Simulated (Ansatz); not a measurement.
# Stretching the linear Sb chain

Aim: how do moment and conductance of the linear Sb chain follow its length?

Calculated with Ansatz 0.2.0; DFT PBE, plane waves, PAW; relaxation of a chain's period, in the first sound run; inputs show where later runs differ.

This is a report of a sequence of runs, with most program output left out.

## 1. The structure

The cell holds 1 atom: 1 Sb. Cell: a = 7.500 Å, b = 7.500 Å, c = 2.585 Å, α = 90.0°, β = 90.0°, γ = 90.0°. Vacuum lies along a and b. The structure's axis is c.

Structure file:

```cif
data_structure
_symmetry_space_group_name_H-M 'P 1'
_symmetry_Int_Tables_number 1
_cell_length_a 7.5000
_cell_length_b 7.5000
_cell_length_c 2.5854
_cell_angle_alpha 90.000
_cell_angle_beta 90.000
_cell_angle_gamma 90.000
_cell_volume 145.43
loop_
_atom_site_label
_atom_site_type_symbol
_atom_site_fract_x
_atom_site_fract_y
_atom_site_fract_z
_atom_site_occupancy
Sb1 Sb 0.50000 0.50000 0.00000 1
```

## 2. Relaxing the period

Band widths follow the bond lengths, so the chain is relaxed first. The atoms and the third cell vector are free; the box across stays fixed as vacuum. Moments are seeded so that a magnetic state can form if it lies lower. A Fermi-Dirac smearing is set since the result may be a metal. The pressure printed is a third of the stress's trace over the whole box, vacuum included; only the stress along the axis is relaxed.

File input.yaml:

```yaml
crystal:
  lattice:
    - [7.5, 0.0, 0.0]
    - [0.0, 7.5, 0.0]
    - [0.0, 0.0, 2.5854]
  atoms:
    - { symbol: Sb, position: [0.5, 0.5, 0.0], spin: 0.3 }
magnetization:
  spin_polarized: true
kpoints:
  mp_grid: { grid: [1, 1, 31] }
scf:
  occupations: { method: fermi_dirac, width: 0.05 }
hamiltonian:
  xc: pbe
relax:
  cell: { fix: [a, b, alpha, beta, gamma] }
  max_steps: 60
```

Command:

```bash
ansatz run input.yaml --threads 4 --pin off --max-ram 8192MiB --backend cpu --events-out ev --progress --plain --runs-dir out
```

The job ended after 5.5 s (4 threads of Intel Xeon 6975P-C (Granite Rapids), shared host; peak memory 0.46 GiB; 15 s of CPU time).

The steps of the relaxation:

```csv
step,energy less that of the first step (eV),largest force component (eV/Å),pressure (GPa),volume (Å³)
1,0.0000,0.0000,1.40,145.43
2,-0.0737,0.0000,0.27,152.52
3,-0.0749,0.0000,0.20,153.27
4,-0.0752,0.0000,0.14,153.90
5*,-0.0754,0.0000,0.13,153.90
```

Relaxation steps marked * repeat the geometry before them on a plane-wave basis chosen anew for their cell, so energy and pressure can jump there.

```csv
cell as run,before,after,change
c (Å),2.585,2.736,+5.8 %
```

The relaxed structure:

```xyz
1
Lattice="7.5000 0.0000 0.0000 0.0000 7.5000 0.0000 0.0000 0.0000 2.7359" Properties=species:S:1:pos:R:3
Sb    3.7500    3.7500    0.0000
```

Numbers from this step:

```yaml
energy_at_zero_smearing: -6483.3062 eV
cell_length_along_the_wire: 2.736 Å
```

The cell's length comes to 2.736 Å with no moment.

## 3. The chain at a fixed length, period over the relaxed period 0.88, k-mesh 1×1×34

This step: DFT PBE, plane waves, PAW; channels and complex bands of a perfect chain (Ansatz 0.2.0).

The period is set to 0.88 times the relaxed one: shorter bonds widen the bands.

The cell differs from the one that the last finished run ended in (c 2.736 → 2.408 Å).

input.yaml, the sections that differ from step 2:

```yaml
crystal:
  lattice:
    - [7.5, 0.0, 0.0]
    - [0.0, 7.5, 0.0]
    - [0.0, 0.0, 2.407608967]
  atoms:
    - { symbol: Sb, position: [0.5, 0.5, 0.0], spin: 0.3 }
kpoints:
  mp_grid: { grid: [1, 1, 34] }
output:
  transmission:
    e_range: [-2, 2]
    de: 0.035
    kmesh: [1, 1]
    reduced_basis: true
    leads: [[0, 0]]
  stress: true
# magnetization, scf, hamiltonian: as in step 2
# relax: removed
```

Wall time 13 s (4 threads); peak memory 0.45 GiB; 39 s of CPU time.

This step gave:

| Quantity | Value |
| --- | --- |
| energy at zero smearing | -6482.7366 eV |
| channels at the energy nearest the Fermi level, spin up | 3 |
| channels at the energy nearest the Fermi level, spin down | 3 |
| conductance of the lead as this run defines it | 3.000 G₀ |
| band gap | 0 eV |

Table of open channels of the lead by energy, zero at the Fermi level:

```csv
energy (eV),spin up,spin down
-2.000,3,3
-1.790,3,3
-1.615,3,3
-1.405,3,3
-1.195,3,3
-0.985,3,3
-0.810,3,3
-0.600,3,3
-0.390,3,3
-0.215,3,3
-0.005,3,3
0.205,3,3
0.415,3,3
0.590,3,3
0.800,3,3
1.010,3,3
1.185,3,3
1.395,3,3
1.605,3,3
1.815,3,3
```

At the computed energy nearest the Fermi level there are 3 spin-up and 3 spin-down channels, and the thermal average gives 3.00 G₀.

## 4. At a set period, period over the relaxed period 0.92, k-mesh 1×1×32

The period is set to 0.92 times the relaxed one: shorter bonds widen the bands.

The cell differs from the one that the last finished run ended in (c 2.408 → 2.517 Å).

input.yaml: that of step 3 with these lines changed.

```diff
@@ -4,3 +4,3 @@
     - [0.0, 7.5, 0.0]
-    - [0.0, 0.0, 2.407608967]
+    - [0.0, 0.0, 2.5170457382]
   atoms:
@@ -10,3 +10,3 @@
 kpoints:
-  mp_grid: { grid: [1, 1, 34] }
+  mp_grid: { grid: [1, 1, 32] }
 scf:
```

Elapsed: 15 s, on 4 threads; peak memory 0.52 GiB; 50 s of CPU time.

At the computed energy nearest the Fermi level there are 3 spin-up and 3 spin-down channels, and the thermal average gives 3.00 G₀.

## 5. At a set period, period over the relaxed period 0.96, k-mesh 1×1×31

The period is set to 0.96 times the relaxed one: shorter bonds widen the bands.

The cell differs from the one that the last finished run ended in (c 2.517 → 2.626 Å).

input.yaml: that of step 4 with these lines changed.

```diff
@@ -4,3 +4,3 @@
     - [0.0, 7.5, 0.0]
-    - [0.0, 0.0, 2.5170457382]
+    - [0.0, 0.0, 2.6264825094]
   atoms:
@@ -10,3 +10,3 @@
 kpoints:
-  mp_grid: { grid: [1, 1, 32] }
+  mp_grid: { grid: [1, 1, 31] }
 scf:
```

Wall time 15 s (4 threads); peak memory 0.52 GiB.

At the computed energy nearest the Fermi level there are 3 spin-up and 3 spin-down channels, and the thermal average gives 3.00 G₀.

## 6. The chain at a fixed length, period over the relaxed period 1, k-mesh 1×1×30

The period is set to 1.0 times the relaxed one, as the point of reference.

input.yaml: that of step 5 with these lines changed.

```diff
@@ -4,3 +4,3 @@
     - [0.0, 7.5, 0.0]
-    - [0.0, 0.0, 2.6264825094]
+    - [0.0, 0.0, 2.7359192806]
   atoms:
@@ -10,3 +10,3 @@
 kpoints:
-  mp_grid: { grid: [1, 1, 31] }
+  mp_grid: { grid: [1, 1, 30] }
 scf:
```

The job ended after 12 s (4 threads; peak memory 0.51 GiB; 41 s of CPU time).

At the computed energy nearest the Fermi level there are 3 spin-up and 3 spin-down channels, and the thermal average gives 3.00 G₀.

## 7. At a set period, period over the relaxed period 1.04, k-mesh 1×1×29

The period is set to 1.04 times the relaxed one: longer bonds narrow the bands.

The cell differs from the one that the last finished run ended in (c 2.736 → 2.845 Å).

input.yaml: that of step 6 with these lines changed.

```diff
@@ -4,3 +4,3 @@
     - [0.0, 7.5, 0.0]
-    - [0.0, 0.0, 2.7359192806]
+    - [0.0, 0.0, 2.8453560519]
   atoms:
@@ -10,3 +10,3 @@
 kpoints:
-  mp_grid: { grid: [1, 1, 30] }
+  mp_grid: { grid: [1, 1, 29] }
 scf:
```

The job ended after 8.4 s (4 threads; peak memory 0.43 GiB).

At the computed energy nearest the Fermi level there are 3 spin-up and 3 spin-down channels, and the thermal average gives 3.00 G₀. The change of length costs 0.072 eV a cell and leaves no moment.

## 8. The chain at a fixed length, period over the relaxed period 1.08, k-mesh 1×1×28

The period is set to 1.08 times the relaxed one: longer bonds narrow the bands.

The cell differs from the one that the last finished run ended in (c 2.845 → 2.955 Å).

input.yaml: that of step 7 with these lines changed.

```diff
@@ -4,3 +4,3 @@
     - [0.0, 7.5, 0.0]
-    - [0.0, 0.0, 2.8453560519]
+    - [0.0, 0.0, 2.9547928231]
   atoms:
@@ -10,3 +10,3 @@
 kpoints:
-  mp_grid: { grid: [1, 1, 29] }
+  mp_grid: { grid: [1, 1, 28] }
 scf:
```

Elapsed: 8.6 s, on 4 threads; peak memory 0.44 GiB; 29 s of CPU time.

At the computed energy nearest the Fermi level there are 3 spin-up and 3 spin-down channels, and the thermal average gives 3.00 G₀. The change of length costs 0.171 eV a cell and leaves no moment.

## 9. The chain at a fixed length, period over the relaxed period 1.13, k-mesh 1×1×26

The period is set to 1.13 times the relaxed one: longer bonds narrow the bands.

The cell differs from the one that the last finished run ended in (c 2.955 → 3.092 Å).

input.yaml: that of step 8 with these lines changed.

```diff
@@ -4,3 +4,3 @@
     - [0.0, 7.5, 0.0]
-    - [0.0, 0.0, 2.9547928231]
+    - [0.0, 0.0, 3.0915887871]
   atoms:
@@ -10,3 +10,3 @@
 kpoints:
-  mp_grid: { grid: [1, 1, 28] }
+  mp_grid: { grid: [1, 1, 26] }
 scf:
```

Run time: 8.1 s. Hardware: 4 threads; peak memory 0.44 GiB.

At the computed energy nearest the Fermi level there are 3 spin-up and 3 spin-down channels, and the thermal average gives 3.00 G₀. The change of length costs 0.362 eV a cell and leaves no moment.

## 10. At a set period, period over the relaxed period 1.2, k-mesh 1×1×25

The period is set to 1.2 times the relaxed one: longer bonds narrow the bands.

The cell differs from the one that the last finished run ended in (c 3.092 → 3.283 Å).

input.yaml: that of step 9 with these lines changed.

```diff
@@ -4,3 +4,3 @@
     - [0.0, 7.5, 0.0]
-    - [0.0, 0.0, 3.0915887871]
+    - [0.0, 0.0, 3.2831031368]
   atoms:
@@ -10,3 +10,3 @@
 kpoints:
-  mp_grid: { grid: [1, 1, 26] }
+  mp_grid: { grid: [1, 1, 25] }
 scf:
```

Run time: 13 s. Hardware: 4 threads; peak memory 0.44 GiB.

At the computed energy nearest the Fermi level there are 3 spin-up and 3 spin-down channels, and the thermal average gives 3.00 G₀. The change of length costs 0.682 eV a cell and leaves no moment.

## 11. The chain at a fixed length, period over the relaxed period 1.3, k-mesh 1×1×23

The period is set to 1.3 times the relaxed one: longer bonds narrow the bands.

The cell differs from the one that the last finished run ended in (c 3.283 → 3.557 Å).

input.yaml: that of step 10 with these lines changed.

```diff
@@ -4,3 +4,3 @@
     - [0.0, 7.5, 0.0]
-    - [0.0, 0.0, 3.2831031368]
+    - [0.0, 0.0, 3.5566950648]
   atoms:
@@ -10,3 +10,3 @@
 kpoints:
-  mp_grid: { grid: [1, 1, 25] }
+  mp_grid: { grid: [1, 1, 23] }
 scf:
```

Elapsed: 11 s, on 4 threads; peak memory 0.45 GiB.

At the computed energy nearest the Fermi level there are 3 spin-up and 3 spin-down channels, and the thermal average gives 3.00 G₀. The change of length costs 1.134 eV a cell and leaves an absolute moment of 0.12 μB a cell.

## 12. Comparing the runs

Times are for 4 threads of Intel Xeon 6975P-C (Granite Rapids), shared host. The series side by side:

```csv
no.,period over the relaxed period,conductance of the lead as this run defines it (G₀),absolute moment (μB),energy at zero smearing less the lowest (eV),time,memory (GiB)
1,0.88,3.000,0,0.5847,13 s,0.45
2,0.92,3.000,0,0.2223,15 s,0.52
3,0.96,3.000,0,0.04773,15 s,0.52
4,1,3.000,0,0,12 s,0.51
5,1.04,3.000,0,0.07226,8.4 s,0.43
6,1.08,3.000,0,0.1715,8.6 s,0.44
7,1.13,3.000,0,0.3621,8.1 s,0.44
8,1.2,3.000,0,0.6819,13 s,0.44
9,1.3,3.000,0.1236,1.134,11 s,0.45
```

## 13. A repeat with changed settings

This step: DFT PBE0, plane waves, PAW; channels and complex bands of a perfect chain; changed: basis.ecutwfc = "800 eV", hamiltonian.xc = "pbe0", basis.ecutrho_ratio = 6 (Ansatz 0.2.0).

The atoms of the run at the relaxed period are kept and the input is varied, to see whether the result depends on it.

input.yaml, the sections that differ from step 11:

```yaml
crystal:
  lattice:
    - [7.5, 0.0, 0.0]
    - [0.0, 7.5, 0.0]
    - [0.0, 0.0, 2.7359192806]
  atoms:
    - { symbol: Sb, position: [0.5, 0.5, 0.0], spin: 0.3 }
kpoints:
  mp_grid: { grid: [1, 1, 30] }
hamiltonian:
  xc: pbe0
basis:
  ecutwfc: "800 eV"
  ecutrho_ratio: 6
# magnetization, scf, output: as in step 11
```

The job ended after 0.02 s (4 threads; peak memory 0.05 GiB).

The input was rejected at the start.

The program's message: “Error: output.transmission: <on plane waves> with hamiltonian.xc: <hybrid> with hamiltonian.pseudopotentials.kind: paw|paw_fr|all_electron — under exact exchange what passes the junction is read from …”

## 14. What came out

```json
{
  "relaxed cell length": "2.736 Å",
  "conductance at period × 0.88": "3.00 G₀",
  "conductance at period × 1.0": "3.00 G₀",
  "conductance at period × 1.13": "3.00 G₀",
  "conductance at period × 1.3": "3.00 G₀",
  "absolute moment at period × 0.88": "0 μB",
  "absolute moment at period × 1.0": "0 μB",
  "absolute moment at period × 1.3": "0.124 μB"
}
```

What this shows: In these runs no moment survives at the shortest period, and one is present from a factor of 1.3 on: longer bonds narrow the bands, which favours exchange splitting. Transport is coherent and elastic here: the atoms are frozen, so scattering by vibrations plays no part. Spin-orbit coupling is left out, which matters for the bands of heavy atoms. No search over magnetic orders was made; another may lie lower. For the perfect chain only parallel moments were started; its antiparallel and spiral orders were not tested. The lead's cell of one atom keeps the chain straight and evenly spaced; a zigzag or dimerised form may lie lower.

[Logs are printed without paths, hosts, clocks, repeated set-up lines and the standing remarks that a program may print on its own settings, such as how far it seeks lower states.]

[Hosts, paths, dates, database ids (printed as entryN), source tags and the programs' standing remarks are cut or masked in the printed files.]
